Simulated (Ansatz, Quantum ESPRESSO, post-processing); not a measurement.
# vacuum gap of 7.0 Å between two K(110) faces: ballistic transmission, part 3 of 3

How well does the junction conduct in the ballistic limit? It is: vacuum gap of 7.0 Å between two K(110) faces.

Quantum ESPRESSO 7.5; plane-wave DFT, PBE, GBRV ultrasoft pseudopotentials; cross-check by Ansatz 0.2.0 with PAW datasets.

So far. Step 2 (Self-consistent run): The run needed 22 iterations to bring the estimated error under 1e-07 Ry; the largest force on any atom, held or free, is 0.02 eV/Å. Step 3 (The open system): At no point does T exceed the number of channels.

## Step 4: Transmission with pwcond.x, with ewind = 2.0 and epsproj = 0.001

Level of this step: transmission by pwcond, lead and junction from one cell; plane-wave DFT, PBE, GBRV ultrasoft pseudopotentials (Quantum ESPRESSO).

A sensitivity test on the input.

Input file cond.w.in:

```
&inputcond
  outdir = './out'
  prefixt = 'scf'
  tran_file = 'cond.w.dat'
  bdl = 1.4142135625
  bds = 9.1039321686
  ikind = 1
  ewind = 2.0
  epsproj = 0.001
  nz1 = 7
  energy0 = 0.4
  denergy = -0.4
/
43
  0.00000000 0.00000000 0.00694444
  0.00000000 0.08333333 0.01388889
  0.00000000 0.16666667 0.01388889
  0.00000000 0.25000000 0.01388889
  0.00000000 0.33333333 0.01388889
  0.00000000 0.41666667 0.01388889
  0.00000000 0.50000000 0.00694444
  0.08333333 0.00000000 0.02777778
  0.08333333 0.16666667 0.02777778
  0.08333333 0.25000000 0.02777778
  0.08333333 0.33333333 0.02777778
  0.08333333 0.41666667 0.02777778
  0.08333333 0.50000000 0.02777778
  0.16666667 0.00000000 0.02777778
  0.16666667 0.08333333 0.01388889
  0.16666667 0.25000000 0.02777778
  0.16666667 0.33333333 0.02777778
  0.16666667 0.41666667 0.02777778
  0.16666667 0.50000000 0.02777778
  0.16666667 0.58333333 0.01388889
  0.25000000 0.00000000 0.02777778
  0.25000000 0.08333333 0.02777778
  0.25000000 0.33333333 0.02777778
  0.25000000 0.41666667 0.02777778
  0.25000000 0.50000000 0.02777778
  0.25000000 0.58333333 0.02777778
  0.33333333 0.00000000 0.02777778
  0.33333333 0.08333333 0.02777778
  0.33333333 0.16666667 0.01388889
  0.33333333 0.41666667 0.02777778
  0.33333333 0.50000000 0.02777778
  0.33333333 0.58333333 0.02777778
  0.33333333 0.66666667 0.01388889
  0.41666667 0.00000000 0.02777778
  0.41666667 0.08333333 0.02777778
  0.41666667 0.16666667 0.02777778
  0.41666667 0.50000000 0.02777778
  0.41666667 0.58333333 0.02777778
  0.41666667 0.66666667 0.02777778
  0.50000000 0.00000000 0.01388889
  0.50000000 0.08333333 0.02777778
  0.50000000 0.16666667 0.02777778
  0.50000000 0.25000000 0.01388889
3
```

Launch:

```sh
$ OMP_NUM_THREADS=1 mpirun -n 4 pwcond.x -in cond.w.in > cond.w.out
```

Numbers of over 12 decimals in the logs are rounded to 6 here.

What it wrote:

```text
[banner, memory and clock lines left out]
Program PWCOND v.7.5 starts
[citation notice left out]

[...]
./out/scf.save/

     IMPORTANT: XC functional enforced from input :
     Exchange-correlation= PBE
                           (   1   4   3   4   0   0   0)
     Any further DFT definition will be discarded
     Please, verify this is what you really want

     Reading collected, re-writing distributed wavefunctions

===== INPUT FILE containing all the regions =====

     GEOMETRY:

     lattice parameter (alat)  =       9.9778  a.u.
     the volume                =    6394.5853 (a.u.)^3
     the cross section         =      70.3964 (a.u.)^2
     l of the unit cell        =       9.1039 (alat)
     number of atoms/cell      =           12
     number of atomic types    =            1

     crystal axes: (cart. coord. in units of alat)
               a(1) = (  1.0000  0.0000  0.0000 )
               a(2) = (  0.5000  0.7071  0.0000 )
               a(3) = (  0.0000  0.0000  9.1039 )

   Cartesian axes

     site n.     atom                  positions (alat units)
          1        K      tau(  1)=(  0.0000  0.0000  9.1039  )
          2        K      tau(  2)=(  0.5000  0.0000  0.7071  )
          3        K      tau(  3)=(  0.0000  0.0000  1.4142  )
          4        K      tau(  4)=(  0.5000  0.0000  2.1213  )
          5        K      tau(  5)=(  0.0000  0.0000  2.8284  )
          6        K      tau(  6)=(  0.5000  0.0000  3.5355  )
          7        K      tau(  7)=(  0.0000  0.0000  4.8613  )
          8        K      tau(  8)=(  0.5000  0.0000  5.5684  )
          9        K      tau(  9)=(  0.0000  0.0000  6.2755  )
         10        K      tau( 10)=(  0.5000  0.0000  6.9826  )
         11        K      tau( 11)=(  0.0000  0.0000  7.6897  )
         12        K      tau( 12)=(  0.5000  0.0000  8.3968  )

     nr1s                      =           45
     nr2s                      =           36
     nr3s                      =          375
     nr1sx                     =           45
     nr2sx                     =           36
     nr3sx                     =          375
     nr1                       =           45
     nr2                       =           40
     nr3                       =          432
     nr1x                      =           45
     nr2x                      =           40
     nr3x                      =          432

 _______________________________
  Radii of nonlocal spheres:

     type       ibeta     ang. mom.          radius (alat units)
       K          1         0                    0.2029
       K          2         0                    0.2029
       K          3         1                    0.2029
       K          4         1                    0.2029
       K          5         2                    0.2029
       K          6         2                    0.2029
----- General information -----

--- T calc. with identical leads (ikind=1) ---

     nrx                       =           45
     nry                       =           36
     nz1                       =            7

     energy0               =         4.0E-01
     denergy               =        -4.0E-01
     nenergy               =          3
     ecut2d                =         4.0E+01
     ewind                 =         2.0E+00
     epsproj               =         1.0E-03

     number of k_|| points=   43
                       cryst. coord.
        k(    1) = (   0.0000000   0.0000000), wk =   0.0069444
        k(    2) = (   0.0000000   0.0833333), wk =   0.0138889
[...]
k(   43) = (   0.5000000   0.2500000), wk =   0.0138889
----- Information about left/right lead -----

     nocros                   =           18
     noins                    =           18
     norb                     =           54
     norbf                    =          198
     nrz                      =           58

      iorb      type   ibeta   ang. mom.   m       position (alat)
        1        1       1        0        1   taunew(   1)=(  0.0000  0.0000  0.0000)
        2        1       2        0        1   taunew(   2)=(  0.0000  0.0000  0.0000)
[...]
54        1       6        2        5   taunew(  54)=(  0.0000  0.0000  1.4142)
    k slab    z(k)  z(k+1)     crossing(iorb=1,norb)
    1   0.0000 0.0244 0.0244   111111111111111111000000000000000000000000000000000000
    2   0.0244 0.0488 0.0244   111111111111111111000000000000000000000000000000000000
[...]
58   1.3898 1.4142 0.0244   000000000000000000000000000000000000111111111111111111
----- Information about scattering region -----

     noins                    =          162
     norb                     =          198
     norbf                    =          198
     nrz                      =          317

      iorb      type   ibeta   ang. mom.   m       position (alat)
        1        1       1        0        1   taunew(   1)=(  0.0000  0.0000 -0.0000)
        2        1       2        0        1   taunew(   2)=(  0.0000  0.0000 -0.0000)
[...]
198        1       6        2        5   taunew( 198)=(  0.0000  0.0000  7.6897)
 ngper, shell number =          221          49
 ngper, n2d =          221          56
---  E-Ef =    0.4000000  k =    0.0000000   0.0000000
---  ie =          1  ik =          1
 Nchannels of the left tip =            1
 Right moving states:
   k1(2pi/a)   k2(2pi/a)   E-Ef (eV)
  -0.0307868   0.0000025   0.4000000
 Left moving states:
   k1(2pi/a)   k2(2pi/a)   E-Ef (eV)
   0.0307868   0.0000025   0.4000000

 to transmit
 Band j to band i transmissions and reflections:
    j         i     |T_ij|^2    |R_ij|^2

    1 -->     1     0.29294     0.70706
   Total T_j, R_j =    0.29294  0.70706

E-Ef(ev), T(x2 spins) =    0.4000000   0.5858829
---  E-Ef =    0.0000000  k =    0.0000000   0.0000000
---  ie =          2  ik =          1
 Nchannels of the left tip =            1
 Right moving states:
   k1(2pi/a)   k2(2pi/a)   E-Ef (eV)
  -0.1266005   0.0000015   0.0000000
 Left moving states:
   k1(2pi/a)   k2(2pi/a)   E-Ef (eV)
   0.1266005   0.0000015   0.0000000

 to transmit
 Band j to band i transmissions and reflections:
    j         i     |T_ij|^2    |R_ij|^2

    1 -->     1     0.46302     0.53698
   Total T_j, R_j =    0.46302  0.53698

E-Ef(ev), T(x2 spins) =    0.0000000   0.9260495
---  E-Ef =   -0.4000000  k =    0.0000000   0.0000000
---  ie =          3  ik =          1
 Nchannels of the left tip =            1
 Right moving states:
   k1(2pi/a)   k2(2pi/a)   E-Ef (eV)
  -0.2218701   0.0000006  -0.4000000
 Left moving states:
   k1(2pi/a)   k2(2pi/a)   E-Ef (eV)
   0.2218701   0.0000006  -0.4000000

 to transmit
 Band j to band i transmissions and reflections:
    j         i     |T_ij|^2    |R_ij|^2

    1 -->     1     0.32803     0.67197
   Total T_j, R_j =    0.32803  0.67197

E-Ef(ev), T(x2 spins) =   -0.4000000   0.6560604
 ngper, shell number =          223         114
 ngper, n2d =          223          58
[... further energies and points left out ...]
---  E-Ef =    0.4000000  k =    0.5000000   0.2500000
---  ie =          1  ik =         43
 Nchannels of the left tip =            1
 Right moving states:
   k1(2pi/a)   k2(2pi/a)   E-Ef (eV)
  -0.3547092   0.0000047   0.4000000
 Left moving states:
   k1(2pi/a)   k2(2pi/a)   E-Ef (eV)
   0.3547092   0.0000047   0.4000000

 to transmit
 Band j to band i transmissions and reflections:
    j         i     |T_ij|^2    |R_ij|^2

    1 -->     1     0.17331     0.82669
   Total T_j, R_j =    0.17331  0.82669

E-Ef(ev), T(x2 spins) =    0.4000000   0.3466134
---  E-Ef =    0.0000000  k =    0.5000000   0.2500000
---  ie =          2  ik =         43
 Nchannels of the left tip =            1
 Right moving states:
   k1(2pi/a)   k2(2pi/a)   E-Ef (eV)
  -0.4948164   0.0000036   0.0000000
 Left moving states:
   k1(2pi/a)   k2(2pi/a)   E-Ef (eV)
   0.4948164   0.0000036   0.0000000

 to transmit
 Band j to band i transmissions and reflections:
    j         i     |T_ij|^2    |R_ij|^2

    1 -->     1     0.08740     0.91260
   Total T_j, R_j =    0.08740  0.91260

E-Ef(ev), T(x2 spins) =    0.0000000   0.1747935
---  E-Ef =   -0.4000000  k =    0.5000000   0.2500000
---  ie =          3  ik =         43
 Nchannels of the left tip =            1
 Right moving states:
   k1(2pi/a)   k2(2pi/a)   E-Ef (eV)
   0.3190815   0.0000030  -0.4000000
 Left moving states:
   k1(2pi/a)   k2(2pi/a)   E-Ef (eV)
  -0.3190815   0.0000030  -0.4000000

 to transmit
 Band j to band i transmissions and reflections:
    j         i     |T_ij|^2    |R_ij|^2

    1 -->     1     0.03434     0.96566
   Total T_j, R_j =    0.03434  0.96566

E-Ef(ev), T(x2 spins) =   -0.4000000   0.0686889
   T_tot     0.40000      0.53816E+00
   T_tot     0.00000      0.32552E+00
   T_tot    -0.40000      0.17669E+00

[...]
```

It took 3.2 min on 4 MPI ranks of Arm Neoverse V2, shared host; peak memory 0.32 GiB; 13 min of CPU time.

The changed values were drawn from a wide range, not chosen for quality; the comparison shows what they did here together.

Beside the run it was changed from:

| quantity | this run | unchanged run | difference |
| --- | --- | --- | --- |
| transmission at the Fermi level, one spin | 0.1628 | 0.1628 | -1.7e-5 |
| lead channels at the Fermi level, one spin | 0.8958 | 0.8958 | 0 |
| wall time (s) | 192 | 575 |  |

Over all energies T moves by up to 0.0033, at -0.4 eV.

The physical values in this table stay within 0.05 %.

## Step 5: Cross-check with Ansatz

A second code with its own PAW datasets, on the same atoms.

Level of this step: plane-wave DFT, PBE, Ansatz PAW (Ansatz 0.2.0).

Input file input.yaml:

```yaml
crystal:
  lattice:
    - [5.28, 0.0, 0.0]
    - [2.64, 3.7335238047, 0.0]
    - [0.0, 0.0, 48.0687618513]
  atoms:
    - { symbol: K, position: [0.0, 0.0, 0.0] }
    - { symbol: K, position: [0.5, 0.0, 0.07767048] }
    - { symbol: K, position: [0.0, 0.0, 0.1553409599] }
    - { symbol: K, position: [0.5, 0.0, 0.2330114399] }
    - { symbol: K, position: [0.0, 0.0, 0.3106819199] }
    - { symbol: K, position: [0.5, 0.0, 0.3883523999] }
    - { symbol: K, position: [0.0, 0.0, 0.5339771202] }
    - { symbol: K, position: [0.5, 0.0, 0.6116476001] }
    - { symbol: K, position: [0.0, 0.0, 0.6893180801] }
    - { symbol: K, position: [0.5, 0.0, 0.7669885601] }
    - { symbol: K, position: [0.0, 0.0, 0.8446590401] }
    - { symbol: K, position: [0.5, 0.0, 0.92232952] }
kpoints:
  mp_grid: { grid: [6, 7, 1] }
hamiltonian:
  xc: pbe
scf:
  occupations: { method: fermi_dirac, width: 0.1 }
  convergence: { dr2_threshold: 1.0e-08 }
output:
  transmission: { leads: [[0, 2]], e_range: [-0.4, 0.4], de: 0.4, kmesh: [12, 12] }
  write_potential: true
  write_density: true
  volumetric_format: npy
```

Launch:

```sh
$ ansatz run input.yaml --threads 4 --pin off --max-ram 8192MiB --backend cpu --events-out ev --progress --plain --runs-dir out
```

What it wrote:

```text
Warning: crystal.symmetry: narrowed to the stabiliser of the k-point mesh — unitary ops 8 → 4; excluded 4 operations that carry a point of the 6×7×1 mesh (shift [0, 0, 0]) off the mesh (the run samples exactly the mesh kpoints.mp_grid names, as under crystal.symmetry.detect: false, and its converged state has the mesh's symmetry, not the crystal's; ε∞, the Born charges and the force constants of a linear response (`dielectric:` by the response, `phonons.method: dfpt`) are averaged over those of the crystal's operations that the state keeps within a tolerance, where `mesh_tensors`, `unaveraged_element` or `gamma_mean_max_change_ev_ang2` stands beside them; [rest of the remark cut]
Engine: ansatz 0.2.0, aarch64-unknown-linux-gnu
Pseudopotentials: kind: paw
Pseudopotential: K, paw, valence charge 9, recommended cutoff 420 eV (normal), K.paw.azcp
Functional definition: PBE
  parameter kappa = 0.804
  parameter beta = 0.066725
  exchange = pbe_x(kappa = kappa, mu = beta*pi^2/3)
  correlation = pbe_c(beta = beta)
Crystal: 12 atoms, lattice volume = 947.580 Å³
Basis set: ecut = 420 eV, 18605 PW (Γ)
Bands: 66, of which v1, the nominal top of the filled ones, is band 54 counted from 1 (53 counted from 0)
Symmetry: 4 space group operations
k-points: 22 of 42
Non-local potential: K, projectors of the file, l = 0: 3, l = 1: 2, l = 2: 2
PAW form: soft (Blöchl's): semilocal exchange-correlation on the pseudo side does not see the compensation charge
PAW one-centre angular grid: K, 110 points (default); XC on 64 Gauss nodes
Initial density: superposition of atomic densities (neutral atoms: chi_scale 0, normalization atom), corrected by the library's trained network
Initial wavefunctions: pseudopotential atomic-orbital guess
Functional: x = pbe(κ = 0.804, μ = 0.219515), c = pbe(β = 0.066725)
SCF iter   1: F=—  HF=-18453.343179 eV  |F-HF|=—  |Δ(HF+E_count)|=         —  Δρ=5.19e-4  dr2=1.20e-1  ethr=1.77e-3  ⟨swp⟩=13.0  Hψ=6811  notcnv=0
preconditioner: auto → LDOS  [metal: Δε(μ)=0.021 eV  Ē_g=1.828 eV  σ=0.100 eV  W_gap=0.05  n_scr=130 (ndim 8)  ℏωp=4.2 eV  f_vac=0.062  D(μ)=9.25/eV (n_scr^D=20)  β→1.0]
SCF iter   2: F=—  HF=-18453.348722 eV  |F-HF|=—  |Δ(HF+E_count)|=   5.54e-3  Δρ=2.01e-4  dr2=5.41e-3  ethr=1.11e-4  ⟨swp⟩=2.1  Hψ=1856  notcnv=0
SCF iter   3: F=—  HF=-18453.349305 eV  |F-HF|=—  |Δ(HF+E_count)|=   5.83e-4  Δρ=1.32e-4  dr2=1.22e-3  ethr=5.01e-6  ⟨swp⟩=2.2  Hψ=1712  notcnv=0
SCF iter   4: F=—  HF=-18453.349461 eV  |F-HF|=—  |Δ(HF+E_count)|=   1.55e-4  Δρ=1.69e-4  dr2=4.17e-4  ethr=1.13e-6  ⟨swp⟩=2.1  Hψ=2189  notcnv=0
SCF iter   5: F=—  HF=-18453.349369 eV  |F-HF|=—  |Δ(HF+E_count)|=   9.19e-5  Δρ=2.31e-5  dr2=2.97e-5  ethr=3.87e-7  ⟨swp⟩=2.1  Hψ=2398  notcnv=0
SCF iter   6: F=—  HF=-18453.349374 eV  |F-HF|=—  |Δ(HF+E_count)|=   5.37e-6  Δρ=1.15e-5  dr2=2.90e-6  ethr=2.75e-8  ⟨swp⟩=2.3  Hψ=2059  notcnv=0
SCF iter   7: F=—  HF=-18453.349486 eV  |F-HF|=—  |Δ(HF+E_count)|=   1.12e-4  Δρ=2.17e-6  dr2=7.52e-7  ethr=2.69e-9  ⟨swp⟩=3.2  Hψ=3050  notcnv=0
SCF iter   8: F=—  HF=-18453.349486 eV  |F-HF|=—  |Δ(HF+E_count)|=   4.05e-8  Δρ=1.34e-6  dr2=4.14e-8  ethr=6.97e-10  ⟨swp⟩=1.8  Hψ=1566  notcnv=0
SCF iter   9: F=—  HF=-18453.349486 eV  |F-HF|=—  |Δ(HF+E_count)|=   2.86e-9  Δρ=4.23e-7  dr2=1.31e-8  ethr=9.26e-12  ⟨swp⟩=10.9  Hψ=5486  notcnv=0
SCF iter  10: F=-18453.349486 eV  HF=-18453.349486 eV  |F-HF|=9.24e-10  |Δ(HF+E_count)|=  6.48e-10  Δρ=1.30e-7  dr2=1.45e-9  ethr=9.26e-12  ⟨swp⟩=2.0  Hψ=2382  notcnv=0
SCF 1 converged in 10 iterations: F = -18453.349486 eV  dr2 = 1.45e-9
  greatest PAW one-centre occupation: 0.988 electrons in one spin orbital (limit 2), on the K atom at site 9 (counted from 0), in its partial waves of l = 0
transmission: 444 of 4440 steps passed
transmission: 888 of 4440 steps passed
[...]
transmission: 4440 of 4440 steps passed
SCF converged after 10 iterations
Free energy (F): -18453.349486 eV
Harris-Foulkes:  -18453.349486 eV  (|F-HF|=9.24e-10)
Internal energy: -18453.045038 eV  (E = F + TS)
E sigma→0 (E₀):  -18453.197262 eV
Entropy (-TS):   -0.304449 eV (-25.371 meV/atom)
Fermi energy:    1.482449 eV
--- Per-component energies (eV) ---
  E_band       = -1745.864289
  E_kinetic    = 3026.168774
  E_local      = -11199.539178  (includes V_loc(G=0)·N_el)
  E_nonlocal   = 155.181690
  E_hartree    = 4287.566732
  E_xc         = -1604.805556
  E_vxc        = -1956.093047  (∫ρ·V_xc dr)
  E_paw        = -9382.142144  (= ΣΔE_a)
  E_vpaw       = -346.714328  (= ΣTr[D̂ρ^β])
  E_aug_tail   = -0.000040  (compensation charges beyond the density's cutoff)
  E_ewald      = -3735.475316
  E_smearing   = -0.304449  (= −TS)
  E_closure    = -0.000000  (closes the sum)
  Σ components = -18453.349486   (vs F -18453.349486, Δ=0.00e0)
--- Band table (eV; the first three rows and the last of 22) ---
  k-point 0: bands = [... 50 lower, -0.4987, -0.3579, -0.2181, 0.0085, 0.1921, 0.5116, 0.7140, 1.1220, ... 8 higher]
  k-point 1: bands = [... 50 lower, -0.2496, -0.1113, 0.0261, 0.2490, 0.4290, 0.7439, 0.9411, 1.3462, ... 8 higher]
  k-point 2: bands = [... 50 lower, 0.4650, 0.5958, 0.7260, 0.9356, 1.1049, 1.3990, 1.5811, 1.9577, ... 8 higher]
  k-point 21: bands = [... 50 lower, 1.2771, 1.3933, 1.5115, 1.6977, 1.8511, 1.8792, 1.9228, 1.9845, ... 8 higher]
--- Transmission ---
  basis      : 173 plane waves across, 60 finite elements along
  points     : 74, standing for a mesh of 12 x 12
  energies   : 3 from -0.400000 to 0.400000 eV about the Fermi level, 0.400000 eV apart; the leads are filled to 0.000000 eV, and channels, transmission and decay are at 0.000000 eV
  crystal 0  : K2, at the sites [0, 2], period 7.4670 Å, over 44.80 Å; its Hamiltonian steps by up to 4.0 meV
    offset         : up to 0.0000 Å between an atom of the period and one for which it stands
    channels       : 8.958333e-1 a spin
    conductance    : none, the energies end too early or step too widely for 300 K: set another output.transmission.e_range or a lower de, or, where they end at an eighth of basis.ecutwfc, a higher one
    slowest decay  : 0.2346 /Å at (-0.0833, 0.4167)
  junction   : crystal 0 to crystal 0, -1.87 to 38.73 Å
    transmission   : 1.618227e-1 a spin
    conductance    : none, the energies end too early or step too widely for 300 K: set another output.transmission.e_range or a lower de, or, where they end at an eighth of basis.ecutwfc, a higher one
```

Wall time 4.4 min (4 threads); peak memory 2.2 GiB; 17 min of CPU time.

This step gave:

- free energy: -18453.3495 eV
- energy at zero smearing: -18453.1973 eV
- smearing term TS: 0.3044 eV
- Fermi energy: 1.482 eV
- symmetry operations: 4
- transmission at the Fermi level, one spin: 0.1618
- step of the lead's Hamiltonian over a period: 4 meV

Per spin; mean over the k mesh across the current. Transmission, zone mean against energy, zero at the Fermi level:

| energy (eV) | transmission, zone mean |
| --- | --- |
| -0.400 | 0.0883 |
| 0.000 | 0.162 |
| 0.400 | 0.267 |

Per spin; mean over the k mesh across the current. The open channels, zone mean by energy, zero at the Fermi level:

| energy (eV) | open channels, zone mean |
| --- | --- |
| -0.400 | 0.660 |
| 0.000 | 0.896 |
| 0.400 | 1.05 |

Ansatz finds T = 0.162 against pwcond's 0.163.

## Step 6: All levels side by side

All levels:

| step | T at the Fermi level (per spin) | conductance (G0) | r.m.s. T(E) from the first | CPU time of the step (s) | peak memory (GiB) |
| --- | --- | --- | --- | --- | --- |
| Ansatz | 0.1618 | - | 0 | 1012 | 2.154 |
| pwcond | 0.1628 | 0.1628 | 0.002205 | 2299 | 0.74 |
| pwcond, changed setting | 0.1628 | 0.1628 | 0.001479 | 766 | 0.32 |

Per spin; mean over the k mesh across the current. The transmission, zone mean by energy, zero at the Fermi level:

| energy (eV) | Ansatz | pwcond | pwcond, changed setting |
| --- | --- | --- | --- |
| -0.400 | 0.0883 | 0.0850 | 0.0883 |
| 0.000 | 0.162 | 0.163 | 0.163 |
| 0.400 | 0.267 | 0.268 | 0.269 |

## Step 7: The arithmetic

The Landauer sum over the mesh, Σ w T = 0.0278 × 0.462 + 0.0278 × 0.436 + 0.0278 × 0.43 + … = 0.1628.

G = 0.163 × 77.48 µS = 12.6 µS a cell. Times the area of 19.713 Å², the resistance-area product is A/G = 15.6 fΩ m², the leads' contact resistance included.

Free electrons at 1 an atom (2 atoms in 147.2 Å³) have k_F = 0.738 1/Å and offer A k_F²/4π = 0.85 channels per spin; the lead has 0.90 on this mesh.

## Step 8: Outcome

```
conductance from T at the Fermi level, a cell (G₀ = 2e²/h) : 0.163 G₀
conductance per area                                       : 64.0 S/μm²
lead channels per spin                                     : 0.90
the same conductance by Ansatz                             : 0.162 G₀
```

The junction conducts 0.163 G₀ a cell at the Fermi level (PBE, GBRV ultrasoft). At the Fermi level the junction passes 18 % of what the leads offer. At the Fermi level pwcond and Ansatz differ by 0.59 %, a close match. Points with over 2.5 times the mean carry 36 % of T, so the mean leans on few points, and the mesh was not tested. Over -0.4 to 0.4 eV, T lies between 0.085 and 0.27 per spin. The geometry is as built, not relaxed, and the leads are short. Semilocal functionals lack the image potential in a vacuum gap.

[Logs are printed without paths, hosts, clocks, repeated set-up lines and the standing remarks that a program may print on its own settings, such as how far it seeks lower states.]

[Hosts, paths, dates, database ids (printed as entryN), source tags and the programs' standing remarks are cut or masked in the printed files.]

[Maps of the electrostatic potential energy from Ansatz leave out the sawtooth potential of an applied field or a dipole correction, so their vacuum need not be flat; planar profiles and work functions include it.]
